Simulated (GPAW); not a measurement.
# Local fields, kernels and plasmons in CsPbCl3 (Pm-3m), part 2 of 2

Aim: ε(ω) and the loss function of CsPbCl3 (Pm-3m), with and without local fields, at several momentum transfers.

GPAW 26.7.0; PBE and many-body steps on it, plane waves.

So far. Step 3 (RPA response): The static value is 3.93. Step 4 (ALDA response): The static value is 4.08.

## (5) RPA response, local-field cutoff (6×6×6 mesh, 234 bands, screening to 5 eV, broadening 0.2 eV)

This step: linear response, RPA, on PBE, plane waves, PAW.

Contents of run.py:

```python
import json
import numpy as np
from gpaw.mpi import world
from gpaw.response.df import DielectricFunction

df = DielectricFunction('full.gpw',
    ecut=5,
    nbands=234,
    eta=0.2,
    frequencies={'type': 'nonlinear', 'domega0': 0.05, 'omega2': 10.0},
    intraband=False,
    txt='df.txt')
res = {'optical': {}, 'eels': []}
for d in 'x':
    y0, y = df.get_dielectric_function(direction=d, xc='RPA', filename=None)
    res['optical'][d] = [y0.real, y0.imag, y.real, y.imag]
res['w'] = df.get_frequencies()
for q_c in [[0.8333333333, 0, 0]]:
    res['eels'].append(df.get_eels_spectrum(q_c=q_c, xc='RPA', filename=None))

if world.rank == 0:
    with open('result.json', 'w') as f:
        json.dump(res, f, default=lambda x: x.tolist())
```

Run with:

```console
$ mpirun -n 4 gpaw python run.py
```

The program printed:

```text
Using integrator: PointIntegrator
NonLinearFrequencyDescriptor(from 0.000 to 82.956 eV, 375 points)
Nonperiodic BCs:  [False False False]
Using integrator: PointIntegrator
NonLinearFrequencyDescriptor(from 0.000 to 82.956 eV, 375 points)
Nonperiodic BCs:  [False False False]

Calculating chi0 body with:
    Ground state adapter containing:
    Number of spins: 1
    Number of kpoints: 216
    Number of irreducible kpoints: 20
    Number of completely occupied states: 22
    Number of partially occupied states: 22
    Occupied states memory: 7.369140625 M / cpu

    Linear response parametrization:
    q_c: [0.0, 0.0, 0.0]
    Number of frequency points: 375
    Planewave cutoff: 5.0
    Number of bands: 234
    Number of planewaves: 7
    Broadening (eta): 0.2
    comm.size: 4
    kncomm.size: 4
    blockcomm.size: 1

    Memory estimate of potentially large arrays:
        chi0_wGG: 0.280380 M / cpu
Integrating chi0 body.

Symmetries of q_c:
    Direct symmetries (Uq -> q): 48
    Indirect symmetries (TUq -> q): 0
In total 48 allowed symmetries.

  [... matrices ...]
20 groups of equivalent kpoints. 90.740741% reduction.

Integral kind: spectral function

Calculating chi0 optical extensions with:
    Ground state adapter containing:
    Number of spins: 1
    Number of kpoints: 216
    Number of irreducible kpoints: 20
    Number of completely occupied states: 22
    Number of partially occupied states: 22
    Occupied states memory: 7.369140625 M / cpu

    Linear response parametrization:
    Number of frequency points: 375
    Planewave cutoff: 5.0
    Number of bands: 234
    Number of planewaves: 7
    Broadening (eta): 0.2
Integrating chi0 head and wings.

Symmetries of q_c:
    Direct symmetries (Uq -> q): 48
    Indirect symmetries (TUq -> q): 0
In total 48 allowed symmetries.

  [... matrices ...]
20 groups of equivalent kpoints. 90.740741% reduction.

Integral kind: spectral function wings

Calculating chi0 body with:
    Ground state adapter containing:
    Number of spins: 1
    Number of kpoints: 216
    Number of irreducible kpoints: 20
    Number of completely occupied states: 22
    Number of partially occupied states: 22
    Occupied states memory: 7.369140625 M / cpu

    Linear response parametrization:
    q_c: [0.8333333333, 0.0, 0.0]
    Number of frequency points: 375
    Planewave cutoff: 5.0
    Number of bands: 234
    Number of planewaves: 6
    Broadening (eta): 0.2
    comm.size: 4
    kncomm.size: 4
    blockcomm.size: 1

    Memory estimate of potentially large arrays:
        chi0_wGG: 0.205994 M / cpu
Integrating chi0 body.

Symmetries of q_c:
    Direct symmetries (Uq -> q): 8
    Indirect symmetries (TUq -> q): 0
In total 8 allowed symmetries.

  [... matrices ...]
60 groups of equivalent kpoints. 72.222222% reduction.

Integral kind: spectral function
```

Elapsed: 48 s, on 4 MPI ranks of Arm Neoverse V1, shared host; peak memory 1.7 GiB.

This step gave:

```
ε at zero frequency           : 4.429
the same without local fields : 4.464
```

The static value is 4.43.

The ε₂ has structure finer than the step of the table below, so its rows give means over 1 eV. Peaks (eV: height): xx, no local fields 3.6: 3.47, 4.4: 3.16, 8.0: 2.99, 11.0: 2.91, 14.4: 3.06; xx, local fields 3.6: 3.45, 4.4: 3.16, 8.0: 2.68, 11.0: 2.81, 13.2: 3.39.

RPA, broadening 0.2 eV. ε₂ against photon energy; means over each step:

```
photon energy (eV)  xx, no local fields  xx, local fields
                 1                0.118             0.117
                 2                0.882             0.874
                 3                 2.35              2.33
                 4                 2.95              2.93
                 5                 2.90              2.92
                 6                 2.59              2.61
                 7                 2.27              2.19
                 8                 2.69              2.42
                 9                 2.10              1.98
                10                 1.81              1.74
                11                 2.57              2.44
                12                 2.19              2.25
                13                 2.51              3.15
                14                 2.90              2.52
                15                 1.85              1.88
                16                 1.01              1.02
                17                0.853             0.857
                18                0.676             0.673
                19                0.548             0.536
                20                0.539             0.537
                21                0.482             0.484
                22                0.387             0.387
                23                0.258             0.261
                24                0.180             0.180
                25                0.173             0.173
                26                0.143             0.142
                27                0.113             0.111
                28                0.108             0.103
                29               0.0867            0.0863
                30               0.0790            0.0784
                31               0.0752            0.0735
                32               0.0659            0.0646
                33               0.0610            0.0598
                34               0.0624            0.0593
                35               0.0623            0.0588
                36               0.0663            0.0633
                37               0.0616            0.0586
                38               0.0574            0.0558
                39               0.0546            0.0528
```

## (6) RPA response, fewer bands (6×6×6 mesh, 24 bands, screening to 50 eV, broadening 0.2 eV)

Changes to run.py since step 5:

```diff
@@ -6,4 +6,4 @@
 df = DielectricFunction('full.gpw',
-    ecut=5,
-    nbands=234,
+    ecut=50,
+    nbands=24,
     eta=0.2,
@@ -17,3 +17,3 @@
 res['w'] = df.get_frequencies()
-for q_c in [[0.8333333333, 0, 0]]:
+for q_c in []:
     res['eels'].append(df.get_eels_spectrum(q_c=q_c, xc='RPA', filename=None))
```

Run with:

```console
$ mpirun -n 4 gpaw python run.py
```

The program printed:

```text
Using integrator: PointIntegrator
NonLinearFrequencyDescriptor(from 0.000 to 26.137 eV, 252 points)
Nonperiodic BCs:  [False False False]
Using integrator: PointIntegrator
NonLinearFrequencyDescriptor(from 0.000 to 26.137 eV, 252 points)
Nonperiodic BCs:  [False False False]

Calculating chi0 body with:
    Ground state adapter containing:
    Number of spins: 1
    Number of kpoints: 216
    Number of irreducible kpoints: 20
    Number of completely occupied states: 22
    Number of partially occupied states: 22
    Occupied states memory: 7.369140625 M / cpu

[...]
Number of spins: 1
    Number of kpoints: 216
    Number of irreducible kpoints: 20
    Number of completely occupied states: 22
    Number of partially occupied states: 22
    Occupied states memory: 7.369140625 M / cpu

    Linear response parametrization:
    Number of frequency points: 252
    Planewave cutoff: 50.0
    Number of bands: 24
    Number of planewaves: 147
    Broadening (eta): 0.2
Integrating chi0 head and wings.

Symmetries of q_c:
    Direct symmetries (Uq -> q): 48
    Indirect symmetries (TUq -> q): 0
In total 48 allowed symmetries.

  [... matrices ...]
20 groups of equivalent kpoints. 90.740741% reduction.

Integral kind: spectral function wings
```

It took 6.1 s on 4 MPI ranks; peak memory 1.8 GiB; 24 s of CPU time.

Numbers from this step:

- ε at zero frequency: 2.935
- the same without local fields: 3.024

## (7) RPA response, scissors (6×6×6 mesh, 234 bands, screening to 50 eV, broadening 0.2 eV)

Changes to run.py since step 6:

```diff
@@ -7,3 +7,3 @@
     ecut=50,
-    nbands=24,
+    nbands=234,
     eta=0.2,
@@ -11,2 +11,3 @@
     intraband=False,
+    eshift=0.5,
     txt='df.txt')
```

Run with:

```console
$ mpirun -n 4 gpaw python run.py
```

The program printed:

```text
Using integrator: PointIntegrator
NonLinearFrequencyDescriptor(from 0.000 to 82.956 eV, 375 points)
Nonperiodic BCs:  [False False False]
Using integrator: PointIntegrator
NonLinearFrequencyDescriptor(from 0.000 to 82.956 eV, 375 points)
Nonperiodic BCs:  [False False False]

Calculating chi0 body with:
    Ground state adapter containing:
    Number of spins: 1
    Number of kpoints: 216
    Number of irreducible kpoints: 20
    Number of completely occupied states: 22
    Number of partially occupied states: 22
    Occupied states memory: 7.369140625 M / cpu

[...]
Number of spins: 1
    Number of kpoints: 216
    Number of irreducible kpoints: 20
    Number of completely occupied states: 22
    Number of partially occupied states: 22
    Occupied states memory: 7.369140625 M / cpu

    Linear response parametrization:
    Number of frequency points: 375
    Planewave cutoff: 50.0
    Number of bands: 234
    Number of planewaves: 147
    Broadening (eta): 0.2
Integrating chi0 head and wings.

Symmetries of q_c:
    Direct symmetries (Uq -> q): 48
    Indirect symmetries (TUq -> q): 0
In total 48 allowed symmetries.

  [... matrices ...]
20 groups of equivalent kpoints. 90.740741% reduction.

Integral kind: spectral function wings
```

It took 27 s on 4 MPI ranks; peak memory 2.7 GiB; 1.8 min of CPU time.

This step gave:

| Quantity | Value |
| --- | --- |
| ε at zero frequency | 3.672 |
| the same without local fields | 4.160 |

The static value is 3.67.

## (8) RPA response, no empty band (6×6×6 mesh, 22 bands, screening to 30 eV, broadening 0.2 eV)

Changes to run.py since step 7:

```diff
@@ -6,4 +6,4 @@
 df = DielectricFunction('full.gpw',
-    ecut=50,
-    nbands=234,
+    ecut=30,
+    nbands=22,
     eta=0.2,
@@ -11,3 +11,2 @@
     intraband=False,
-    eshift=0.5,
     txt='df.txt')
```

Run with:

```console
$ mpirun -n 4 gpaw python run.py
```

The program printed:

```text
Using integrator: PointIntegrator
NonLinearFrequencyDescriptor(from 0.000 to 21.420 eV, 228 points)
Nonperiodic BCs:  [False False False]
Using integrator: PointIntegrator
NonLinearFrequencyDescriptor(from 0.000 to 21.420 eV, 228 points)
Nonperiodic BCs:  [False False False]

Calculating chi0 body with:
    Ground state adapter containing:
    Number of spins: 1
    Number of kpoints: 216
    Number of irreducible kpoints: 20
    Number of completely occupied states: 22
    Number of partially occupied states: 22
    Occupied states memory: 7.369140625 M / cpu

[...]
Number of spins: 1
    Number of kpoints: 216
    Number of irreducible kpoints: 20
    Number of completely occupied states: 22
    Number of partially occupied states: 22
    Occupied states memory: 7.369140625 M / cpu

    Linear response parametrization:
    Number of frequency points: 228
    Planewave cutoff: 30.0
    Number of bands: 22
    Number of planewaves: 81
    Broadening (eta): 0.2
Integrating chi0 head and wings.

Symmetries of q_c:
    Direct symmetries (Uq -> q): 48
    Indirect symmetries (TUq -> q): 0
In total 48 allowed symmetries.

  [... matrices ...]
20 groups of equivalent kpoints. 90.740741% reduction.

Integral kind: spectral function wings
```

Run time: 4.8 s. Hardware: 4 MPI ranks; peak memory 1.4 GiB.

Read from the output:

* ε at zero frequency: 1
* the same without local fields: 1

The run ended normally, though the input holds a fault or crude settings.

The fault put into this input: no empty band.

## (9) The runs together

Times are wall times on 4 MPI ranks of Arm Neoverse V1, shared host, good to a factor of about two.

```
                                                                                           run  ε(0)  without local fields  loss peak (eV)     time
                                                                                  RPA response  3.93                  4.46               -  2.2 min
                                                                                 ALDA response  4.08                  4.46               -     64 s
RPA response, local-field cutoff (6×6×6 mesh, 234 bands, screening to 5 eV, broadening 0.2 eV)  4.43                  4.46               -     48 s
       RPA response, fewer bands (6×6×6 mesh, 24 bands, screening to 50 eV, broadening 0.2 eV)  2.93                  3.02               -    6.1 s
         RPA response, scissors (6×6×6 mesh, 234 bands, screening to 50 eV, broadening 0.2 eV)  3.67                  4.16               -     27 s
```

## (10) Outcome

- RPA response: ε(0) 3.93
- ALDA response: ε(0) 4.08
- RPA response, local-field cutoff (6×6×6 mesh, 234 bands, screening to 5 eV, broadening 0.2 eV): ε(0) 4.43
- RPA response, fewer bands (6×6×6 mesh, 24 bands, screening to 50 eV, broadening 0.2 eV): ε(0) 2.93
- RPA response, scissors (6×6×6 mesh, 234 bands, screening to 50 eV, broadening 0.2 eV): ε(0) 3.67

In words: In the optical limit the electronic ε(0) is 3.93, against 4.46 without local fields. ALDA response: ε(0) = 4.08. RPA response, local-field cutoff (6×6×6 mesh, 234 bands, screening to 5 eV, broadening 0.2 eV): ε(0) = 4.43. RPA response, fewer bands (6×6×6 mesh, 24 bands, screening to 50 eV, broadening 0.2 eV): ε(0) = 2.93. RPA response, scissors (6×6×6 mesh, 234 bands, screening to 50 eV, broadening 0.2 eV): ε(0) = 3.67. ε(0) converges slowly with a Γ-centred mesh, and this one is not shown settled. Unless a shift is named, the levels are those of the density functional, and only a kernel with a long-range part can bind an exciton.

[Long decimals in the printed logs are rounded to 6 places.]

[Logs are printed without paths, hosts, clocks, repeated set-up lines and the standing remarks that a program may print on its own settings, such as how far it seeks lower states.]

[Paths, hosts, dates, memory and timing lines, banners, echoed tables and standing remarks are left out of the program output; an Ansatz launch command may be rebuilt from the run's recorded settings. Measured values are a selection of at most five: reports struck by readers or far from the other reports are left out. None is set beside runs whose start may be inverted or whose files or cutoffs have a known fault.]

[Runs of the session that timed out or met a known fault of the program may be left out.]

[Hosts, paths, dates, database ids (printed as entryN), source tags and the programs' standing remarks are cut or masked in the printed files.]

[Where the starting crystal was built by hand or by swapping elements, it need not be the compound's stable phase.]
